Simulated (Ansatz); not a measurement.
# A convergence test on GaN (P6_3mc): k mesh of the density

How far can the k mesh of the density be lowered for the gap of GaN (P6_3mc)?

Method: DFT, PBE, plane waves, PAW, in Ansatz 0.2.0.

This is a report of a sequence of runs, with most program output left out.

The database entry behind the starting cell has ideal inner coordinates that were not refined, so it need not match the best structure at ambient conditions.

## 1. The starting structure

Symmetry: P6_3mc, No. 186, hexagonal system. The conventional cell has a = 3.190 Å, b = 3.190 Å, c = 5.189 Å, α = 90.00°, β = 90.00°, γ = 120.00°. Nearest to Ga lie 4 N at 1.95 Å. Nearest to N lie 4 Ga at 1.95 Å. Farther neighbours and most contacts between anions are not listed.

Structure file:

```cif
data_structure
_symmetry_space_group_name_H-M 'P6_3mc'
_symmetry_Int_Tables_number 186
_cell_length_a 3.1900
_cell_length_b 3.1900
_cell_length_c 5.1890
_cell_angle_alpha 90.000
_cell_angle_beta 90.000
_cell_angle_gamma 120.000
_cell_volume 45.73
loop_
_atom_site_label
_atom_site_type_symbol
_atom_site_symmetry_multiplicity
_atom_site_Wyckoff_symbol
_atom_site_fract_x
_atom_site_fract_y
_atom_site_fract_z
_atom_site_occupancy
Ga1 Ga 2 b 0.66667 0.33333 0.00000 1
N1 N 2 b 0.66667 0.33333 0.37500 1
```

The cell and positions come from the Crystallography Open Database and are kept as given unless a step says otherwise. The default PAW set here is soft_2. Its files were made with PBE.

## 2. k mesh of the density: 3×3×2

Contents of input.yaml:

```yaml
crystal:
  lattice:
    - [3.19, 0.0, 0.0]
    - [-1.595, 2.7626210381, 0.0]
    - [0.0, 0.0, 5.189]
  atoms:
    - { symbol: Ga, position: [0.6666666667, 0.3333333333, 0.0] }
    - { symbol: Ga, position: [0.3333333333, 0.6666666667, 0.5] }
    - { symbol: "N", position: [0.6666666667, 0.3333333333, 0.375] }
    - { symbol: "N", position: [0.3333333333, 0.6666666667, 0.875] }
kpoints:
  mp_grid: { grid: [3, 3, 2] }
  band_path:
    path:
      - [0.0, 0.0, 0.0]
      - [0.5, 0.0, 0.0]
      - [0.33333333, 0.33333333, 0.0]
      - [0.0, 0.0, 0.5]
      - [0.5, 0.0, 0.5]
      - [0.33333333, 0.33333333, 0.5]
    npoints: 1
hamiltonian:
  xc: pbe
scf:
  occupations: { method: fixed }
  n_extra_bands: 5
output:
  eigenvalues: true
```

Run with:

```sh
> ansatz run input.yaml --threads 3 --pin off --max-ram 92160MiB --backend cuda --events-out ev --progress --plain --runs-dir out --devices 1 --max-vram 13GiB  # rebuilt from the run's record
```

Run time: 4.5 s. Hardware: 1 × NVIDIA H100 80GB HBM3 (shared by 6 runs) with 3 threads of AMD EPYC 7R13 (Zen 3), shared host; peak memory 0.89 GiB; 2.5 s of CPU time.

Numbers from this step:

- gap: 1.855 eV
- valence top at: Γ
- conduction bottom at: Γ
- least direct gap: 1.855 eV

The gap is direct, at Γ.

## 3. k mesh of the density: 6×6×2

input.yaml: that of step 2 with these lines changed.

```diff
@@ -11,3 +11,3 @@
 kpoints:
-  mp_grid: { grid: [3, 3, 2] }
+  mp_grid: { grid: [6, 6, 2] }
   band_path:
```

Wall time 5.5 s (1 × NVIDIA H100 80GB HBM3 (shared by 6 runs) with 3 threads); peak memory 0.89 GiB.

Numbers from this step:

```yaml
gap: 1.890 eV
valence_top_at: Γ
conduction_bottom_at: Γ
least_direct_gap: 1.890 eV
```

The gap is 1.890 eV, +0.035 eV from the run before at this level.

## 4. k mesh of the density: 12×12×4 (the default)

input.yaml, the sections that differ from step 3:

```yaml
kpoints:
  mp_grid: { grid: [12, 12, 4] }
  band_path:
    path:
      - [[0.0, 0.0, 0.0], [0.5, 0.0, 0.0], [0.33333333, 0.33333333, 0.0], [0.0, 0.0, 0.0], [0.0, 0.0, 0.5], [0.5, 0.0, 0.5], [0.33333333, 0.33333333, 0.5], [0.0, 0.0, 0.5]]
      - [[0.5, 0.0, 0.5], [0.5, 0.0, 0.0]]
      - [[0.33333333, 0.33333333, 0.5], [0.33333333, 0.33333333, 0.0]]
    npoints: 10
scf:
  occupations: { method: fermi_dirac, width: 0.02 }
  n_extra_bands: 5
output:
  eigenvalues: true
  write_density: true
  write_potential: true
  elf: true
  volumetric_format: npy
# crystal, hamiltonian: as in step 3
```

It took 5.8 s on 1 × NVIDIA H100 80GB HBM3 (shared by 6 runs) with 3 threads; peak memory 0.9 GiB; 2.7 s of CPU time.

Numbers from this step:

| Quantity | Value |
| --- | --- |
| gap | 1.890 eV |
| valence top at | Γ |
| conduction bottom at | Γ |
| least direct gap | 1.890 eV |

The gap is 1.890 eV, as in the run before at this level.

## 5. k mesh of the density: 12×12×6

input.yaml, the sections that differ from step 4:

```yaml
kpoints:
  mp_grid: { grid: [12, 12, 6] }
  band_path:
    path:
      - [0.0, 0.0, 0.0]
      - [0.5, 0.0, 0.0]
      - [0.33333333, 0.33333333, 0.0]
      - [0.0, 0.0, 0.5]
      - [0.5, 0.0, 0.5]
      - [0.33333333, 0.33333333, 0.5]
    npoints: 1
scf:
  occupations: { method: fixed }
  n_extra_bands: 5
output:
  eigenvalues: true
# crystal, hamiltonian: as in step 4
```

Run time: 9.5 s. Hardware: 1 × NVIDIA H100 80GB HBM3 (shared by 6 runs) with 3 threads; peak memory 0.89 GiB.

This step gave:

* gap: 1.890 eV
* valence top at: Γ
* conduction bottom at: Γ
* least direct gap: 1.890 eV

The gap is 1.890 eV, as in the run before at this level.

## 6. The series

Differences are against the last row; a negative gap means that bands overlap, and a run with a band path holds that path's time. Times are wall times on 1 × NVIDIA H100 80GB HBM3 (shared by 6 runs) with 3 threads of AMD EPYC 7R13 (Zen 3), shared host, good to a factor of about two.

```
k mesh of the density  gap (eV)  direct gap (eV)  gap error (eV)  energy error (meV/atom)  irreducible k   time
                3×3×2     1.855            1.855          −0.035                    +74.6              6  4.5 s
                6×6×2     1.890            1.890          +0.000                     +1.2             14  5.5 s
              12×12×4     1.890            1.890          +0.000                     +0.0             57  5.8 s
              12×12×6     1.890            1.890          +0.000                     +0.0             76  9.5 s
```

## 7. What came out

- 3×3×2: 1.855 eV
- 6×6×2: 1.890 eV
- 12×12×4: 1.890 eV
- 12×12×6: 1.890 eV

The gap holds to 0.02 eV from 6×6×2 on. At 3×3×2 the gap is off by −0.035 eV and the energy by +75 meV/atom. The gap is read over the mesh and added points near the edges, so meshes differ mainly through the density and, for a hybrid, the exchange operator.

[Paths, hosts, dates, memory and timing lines, banners, echoed tables and standing remarks are left out of the program output.]

[Logs are printed without paths, hosts, clocks, repeated set-up lines and the standing remarks that a program may print on its own settings, such as how far it seeks lower states.]

[Runs of the session that timed out or met a known fault of the program may be left out.]

[Cells called generated may have been cut or substituted from an entry of the Crystallography Open Database or the Materials Project.]

[Hosts, paths, dates, database ids (printed as entryN), source tags and the programs' standing remarks are cut or masked in the printed files.]
